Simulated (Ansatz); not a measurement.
# LiMo in the B2 ordering: lattice stability ahead of a resistivity run

The plan: relax LiMo in the B2 ordering, check its phonons, and, if the lattice is stable, compute its Eliashberg function and ρ(T).

Program: Ansatz 0.2.0. Level of theory: DFT PBEsol, scalar-relativistic, plane waves, PAW. Results are calculated unless marked as measured.

This is a report of a sequence of runs, with most program output left out.

The structure was built from a prototype and need not be the compound's stable phase.

## 1. Set-up

Symmetry: Pm-3m, No. 221, cubic system. Conventional cell: a = 3.329 Å, b = 3.329 Å, c = 3.329 Å, α = 90.00°, β = 90.00°, γ = 90.00°. Li has 8 Mo at 2.88 Å nearest. Nearest to Mo lie 8 Li at 2.88 Å. Farther neighbours are not listed.

## 2. Rough relaxation

The start is far from rest, so a relaxation with loose thresholds does the first part.

File input.yaml:

```yaml
crystal:
  lattice:
    - [3.32868, 0.0, 0.0]
    - [0.0, 3.32868, 0.0]
    - [0.0, 0.0, 3.32868]
  atoms:
    - { symbol: Li, position: [0.0, 0.0, 0.0] }
    - { symbol: Mo, position: [0.5, 0.5, 0.5] }
kpoints:
  mp_grid: { grid: [6, 6, 6] }
hamiltonian:
  xc: pbesol
scf:
  occupations: { method: gaussian, width: 0.1 }
output:
  forces: true
  stress: true
  eigenvalues: true
relax:
  adjacent_minimum: "off"
  f_tol: 0.05
  max_steps: 80
  cell: { stress_tol: 0.5 }
```

Started as:

```sh
$ ansatz run input.yaml --threads 4 --pin off --max-ram 8192MiB --backend cpu --events-out ev --progress --plain --runs-dir out
```

Elapsed: 1.9 s, on 4 threads of Arm Neoverse V1, shared host; peak memory 0.3 GiB.

Relaxation path:

```
step  energy less that of the first step (eV)  largest force component (eV/Å)  pressure (GPa)  volume (Å³)
   1                                   0.0000                          0.0000          -20.65        36.88
   2                                  -0.6124                          0.0000          -16.65        31.75
   3                                  -0.9623                          0.0000           -5.59        27.08
   4                                  -0.9862                          0.0000            1.01        25.52
   5                                  -0.9869                          0.0000            0.02        25.73
  6*                                  -0.9862                          0.0000            0.01        25.73
```

Relaxation steps marked * repeat the geometry before them on a plane-wave basis chosen anew for their cell, so energy and pressure can jump there.

The run keeps the 48 symmetry operations that it works with, so distortions that break them were not tested.

| conventional cell, symmetrised | before | after | change |
| --- | --- | --- | --- |
| a (Å) | 3.329 | 2.952 | -11.3 % |
| b (Å) | 3.329 | 2.952 | -11.3 % |
| c (Å) | 3.329 | 2.952 | -11.3 % |
| volume (Å³/atom) | 18.44 | 12.86 | -30.2 % |

The relaxed structure:

```
Li Mo
1.0
     2.95209    0.00000    0.00000
     0.00000    2.95209    0.00000
     0.00000    0.00000    2.95209
Li Mo
1 1
Direct
  0.00000 0.00000 0.00000
  0.50000 0.50000 0.50000
```

This step gave:

| Item | Value |
| --- | --- |
| pressure | 0.01005 GPa |
| volume per atom | 12.86 Å³ |
| metallic on mesh | yes |
| gap on the k-mesh | 0 eV |

The largest force is now zero by symmetry and the largest stress component 0.010 GPa.

## 3. Relaxation

Lattice constant and positions set the bands and the force constants, so the cell is relaxed first.

input.yaml, the sections that differ from step 2:

```yaml
crystal:
  lattice:
    - [2.9520912081, 0.0, 0.0]
    - [0.0, 2.9520912081, 0.0]
    - [0.0, 0.0, 2.9520912081]
  atoms:
    - { symbol: Li, position: [0.0, 0.0, 0.0] }
    - { symbol: Mo, position: [0.5, 0.5, 0.5] }
kpoints:
  mp_grid: { grid: [10, 10, 10] }
relax:
  adjacent_minimum: "off"
  f_tol: 0.005
  max_steps: 80
  cell: { stress_tol: 0.05 }
# hamiltonian, scf, output: as in step 2
```

It took 1 s on 4 threads; peak memory 0.3 GiB; 3 s of CPU time.

Little changed from the start: no atom moved by 0.005 Å and no cell edge by 0.1 %.

This step gave:

- pressure: 0.007333 GPa

The largest force is now zero by symmetry and the largest stress component 0.0073 GPa, small enough for phonons.

## 4. Lattice stability: q 2×2×2, k 6×6×6

Couplings are defined for a stable lattice alone, so phonons come first.

input.yaml, the sections that differ from step 3:

```yaml
kpoints:
  mp_grid: { grid: [6, 6, 6] }
scf:
  occupations: { method: methfessel_paxton, width: 0.2 }
output:
  eigenvalues: true
phonons:
  method: dfpt
  qmesh: [2, 2, 2]
  temperatures: { t_max: 1000, t_step: 50 }
  qpath:
    path:
      - [[0.0, 0.0, 0.0], [0.0, 0.5, 0.0], [0.5, 0.5, 0.0], [0.0, 0.0, 0.0], [0.5, 0.5, 0.5], [0.0, 0.5, 0.0]]
      - [[0.5, 0.5, 0.5], [0.5, 0.5, 0.0]]
    npoints: 10
# crystal, hamiltonian: as in step 3
# relax: removed
```

The job ended after 5.4 s (4 threads; peak memory 0.39 GiB; 19 s of CPU time).

Numbers from this step:

| Property | Result |
| --- | --- |
| share of imaginary modes in the plain interpolation between solved wavevectors | 0.2162 |
| highest frequency, solved or plainly interpolated | 541.1 cm⁻¹ |

Solved on the 2×2×2 mesh alone; all other wavevectors are interpolated. The phonon branches at the labelled points (cm⁻¹):

```csv
point,branch 1,branch 2,branch 3,branch 4,branch 5,branch 6
Γ,0,0,0,534,534,534
halfway,18,80,80,514,514,526
X,24,119,119,491,491,519
halfway,-101,-57,136,506,518,531
M,-138,-138,151,521,541,541
halfway,-109,96,111,510,512,532
Γ,0,0,0,534,534,534
halfway,-11,-11,84,516,522,522
R,100,100,100,514,514,514
halfway,-88,22,112,512,523,530
X,24,119,119,491,491,519
jump to R,100,100,100,514,514,514
halfway,-72,-72,128,518,528,528
M,-138,-138,151,521,541,541
```

Lowest modes at the softest wavevector of the mesh. The modes at q = (0.500, 0.500, 0.000) (shares of kinetic energy by element, %) (negative means imaginary):

```csv
mode,frequency (cm⁻¹),Li %,Mo %
1,-138.4,7,93
2,-138.4,7,93
3,151.2,0,100
4,520.9,100,0
5,541.1,93,7
6,541.1,93,7
```

Displacements in mode 1 (-138.4 cm⁻¹), the largest set to 1, in the home cell:
```
Li1  0.00 -1.00  0.00
Mo2 -0.97  0.00  0.00
```

Displacements in mode 3 (151.2 cm⁻¹), the largest set to 1, in the home cell:
```
Li1  0.00  0.00  0.00
Mo2  0.00  0.00 -1.00
```

Among the solved wavevectors the lowest mode, translations apart, is -138 cm⁻¹, imaginary.

## 5. Phonons by linear response: q 2×2×2, k 8×8×8

An imaginary mode on so few k-points may come from the sampling, so the phonons are repeated with another k mesh.

input.yaml, as its differences from that of step 4:

```diff
@@ -9,3 +9,3 @@
 kpoints:
-  mp_grid: { grid: [6, 6, 6] }
+  mp_grid: { grid: [8, 8, 8] }
 hamiltonian:
```

The mesh is denser.

Elapsed: 8.9 s, on 4 threads; peak memory 0.45 GiB.

Numbers from this step:

| Quantity | Value |
| --- | --- |
| share of imaginary modes in the plain interpolation between solved wavevectors | 0.2674 |
| highest frequency, solved or plainly interpolated | 536.5 cm⁻¹ |

Solved on the 2×2×2 mesh alone; all other wavevectors are interpolated. The phonon branches at the labelled points (cm⁻¹):

| point | branch 1 | branch 2 | branch 3 | branch 4 | branch 5 | branch 6 |
| --- | --- | --- | --- | --- | --- | --- |
| Γ | 0 | 0 | 0 | 536 | 536 | 536 |
| halfway | -40 | 86 | 86 | 511 | 511 | 525 |
| X | -56 | 129 | 129 | 482 | 482 | 512 |
| halfway | -117 | -59 | 131 | 502 | 510 | 525 |
| M | -148 | -148 | 132 | 521 | 535 | 535 |
| halfway | -114 | 90 | 110 | 506 | 507 | 527 |
| Γ | 0 | 0 | 0 | 536 | 536 | 536 |
| halfway | -66 | -66 | 54 | 509 | 516 | 516 |
| R | -119 | -119 | -119 | 499 | 499 | 499 |
| halfway | -126 | -82 | 70 | 504 | 516 | 522 |
| X | -56 | 129 | 129 | 482 | 482 | 512 |
| jump to R | -119 | -119 | -119 | 499 | 499 | 499 |
| halfway | -136 | -136 | 41 | 510 | 518 | 518 |
| M | -148 | -148 | 132 | 521 | 535 | 535 |

Lowest modes at the softest wavevector of the mesh. The modes at q = (0.000, 0.500, 0.500) (shares of kinetic energy by element, %) (negative means imaginary):

```
mode  frequency (cm⁻¹)  Li %  Mo %
   1            -148.4     7    93
   2            -148.4     7    93
   3             132.2     0   100
   4             521.1   100     0
   5             535.1    93     7
   6             535.1    93     7
```

Displacements in mode 1 (-148.4 cm⁻¹), the largest set to 1, in the home cell:
```
Li1  0.00 -0.06 -1.00
Mo2  0.00 -0.98 -0.05
```

Displacements in mode 5 (535.1 cm⁻¹), the largest set to 1, in the home cell:
```
Li1  0.00  1.00 -0.06
Mo2  0.00  0.00 -0.07
```

The modes has structure finer than the step of the table below, so its rows give means over 25 cm⁻¹, whole bins alone (the curve runs from -158 to 563 cm⁻¹). Peaks (cm⁻¹: height): Li 512.7: 0.091; Mo -126.3: 0.0254, 104.8: 0.0228, 521.8: 0.00374.

Phonopy on the run's constants, 19x19x19 mesh, Gaussian sigma 5.1 cm⁻¹. Table of modes by wavenumber; means over each step; values in 1/cm⁻¹/cell:

```csv
wavenumber (cm⁻¹),Li,Mo
-125,0.00106,0.0223
-100,7.4e-4,0.0164
-75,3.9e-4,0.0104
-50,1.8e-4,0.00505
-25,6.3e-5,0.00208
0,2.2e-5,6.9e-4
25,9.3e-5,0.00376
50,1.7e-4,0.00561
75,2.3e-4,0.0110
100,2.4e-4,0.0189
125,7.7e-5,0.0149
150,0,3.6e-4
175,0,0
200,0,0
225,0,0
250,0,0
275,0,0
300,0,0
325,0,0
350,0,0
375,0,0
400,0,0
425,0,0
450,0,0
475,0.00223,1.5e-5
500,0.0516,7.8e-4
525,0.0610,0.00268
550,0.00157,1.0e-4
```

No LO-TO term; unit eigenvectors of the mass-weighted matrix. Modes at Γ, with each element's share of the kinetic energy:

```csv
mode,frequency (cm⁻¹),symmetry,Li %,Mo %
1,0.0,T1u,7,93
2,0.0,T1u,7,93
3,0.0,T1u,7,93
4,536.5,T1u,93,7
5,536.5,T1u,93,7
6,536.5,T1u,93,7
```

Displacements in mode 4 (536.5 cm⁻¹), the largest set to 1:
```
Li1  0.00  1.00  0.13
Mo2  0.00 -0.07 -0.01
```

Among the solved wavevectors the lowest mode, translations apart, is -148 cm⁻¹, imaginary.

## 6. What came out

* phonon run of the rows without a label of their own: PBEsol, q 2×2×2, k 8×8×8
* softest mode on the q mesh: -148 cm⁻¹ at q = (0, 0.5, 0.5)
* highest frequency, solved or plainly interpolated: 536 cm⁻¹

What this shows: The lattice is dynamically unstable at this level: a mode at q = (0, 0.5, 0.5) is imaginary, 148i cm⁻¹, so no harmonic coupling constant or resistivity is defined for this structure. These meshes are coarse, and single modes of a metal can move by tens of cm⁻¹ with the k mesh. The structure was built by hand as an ordered model, and its stability against other phases was not tested.

[Logs are printed without paths, hosts, clocks, repeated set-up lines and the standing remarks that a program may print on its own settings, such as how far it seeks lower states.]

[Hosts, paths, dates, database ids (printed as entryN), source tags and the programs' standing remarks are cut or masked in the printed files.]
